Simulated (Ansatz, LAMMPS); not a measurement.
**A faulty run on Li+ BF4- in gamma-butyrolactone and acetonitrile and diethyl carbonate at 540 K (102 atoms)**

Program: Ansatz 0.2.0. The cell: 30 C, 12 O, 50 H, 4 N, 1 B, 4 F and 1 Li.

Contents of input.yaml:

```yaml
crystal:
  lattice:
    - [11.11076, 0.0, 0.0]
    - [0.0, 11.11076, 0.0]
    - [0.0, 0.0, 11.11076]
  atoms:
    - { symbol: C, position: [0.08644, 0.11671, 0.70077] }
    - { symbol: C, position: [0.978, 0.05843, 0.6438] }
    - { symbol: O, position: [0.01075, 0.94222, 0.60427] }
    - { symbol: C, position: [0.99893, 0.92221, 0.49021] }
    - { symbol: O, position: [0.96604, 0.00112, 0.42115] }
    - { symbol: O, position: [0.01585, 0.79911, 0.46442] }
    - { symbol: C, position: [0.00922, 0.75816, 0.34501] }
    - { symbol: C, position: [0.88669, 0.70709, 0.31831] }
    - { symbol: H, position: [0.09461, 0.08118, 0.78986] }
    - { symbol: H, position: [0.06873, 0.22222, 0.69756] }
    - { symbol: H, position: [0.1672, 0.11693, 0.64942] }
    - { symbol: H, position: [0.92368, 0.11929, 0.5876] }
    - { symbol: H, position: [0.91574, 0.03899, 0.71539] }
    - { symbol: H, position: [0.02426, 0.83444, 0.27863] }
    - { symbol: H, position: [0.0799, 0.68438, 0.34842] }
    - { symbol: H, position: [0.83229, 0.76515, 0.25484] }
    - { symbol: H, position: [0.84657, 0.69797, 0.4037] }
    - { symbol: H, position: [0.89723, 0.61803, 0.26607] }
    [... 78 atom lines left out ...]
    - { symbol: B, position: [0.16564, 0.14122, 0.13132] }
    - { symbol: F, position: [0.1855, 0.14821, 0.00931] }
    - { symbol: F, position: [0.20193, 0.25382, 0.18237] }
    - { symbol: F, position: [0.23828, 0.05079, 0.17828] }
    - { symbol: F, position: [0.05429, 0.11724, 0.17602] }
    - { symbol: Li, position: [0.93306, 0.14907, 0.32463] }
kpoints:
  mp_grid: { grid: [1, 1, 1] }
hamiltonian:
  xc: pbe
  dispersion: d3bj
scf:
  occupations: { method: fixed }
  max_iter: 50
output:
  forces: true
basis:
  ecutwfc: "400 K"
```

Launch:

```bash
ansatz run input.yaml --threads 4 --pin off --max-ram 8192MiB --backend cpu --events-out ev --progress --plain --runs-dir out
```

The program printed:

```text
Error: inconsistent input (basis.ecutwfc, kpoints): the smallest per-k basis holds n_pw = 1 plane waves (k-point 0, counted from 0 among those solved) but the deck needs at least 148 band(s) per channel, and no run solves more bands than the smallest per-k basis has plane waves; [...]
```

It took 0.05 s on 4 threads of Arm Neoverse V2, shared host; peak memory 0.078 GiB; 0.08 s of CPU time.

What is at fault here, and what would mend it?

A cutoff in the wrong unit: basis.ecutwfc = "400 K".

The fix is to take out basis.ecutwfc.

The program refused it before any cycle.

[Logs are printed without paths, hosts, clocks, repeated set-up lines and the standing remarks that a program may print on its own settings, such as how far it seeks lower states.]

[Hosts, paths, dates, database ids (printed as entryN), source tags and the programs' standing remarks are cut or masked in the printed files.]
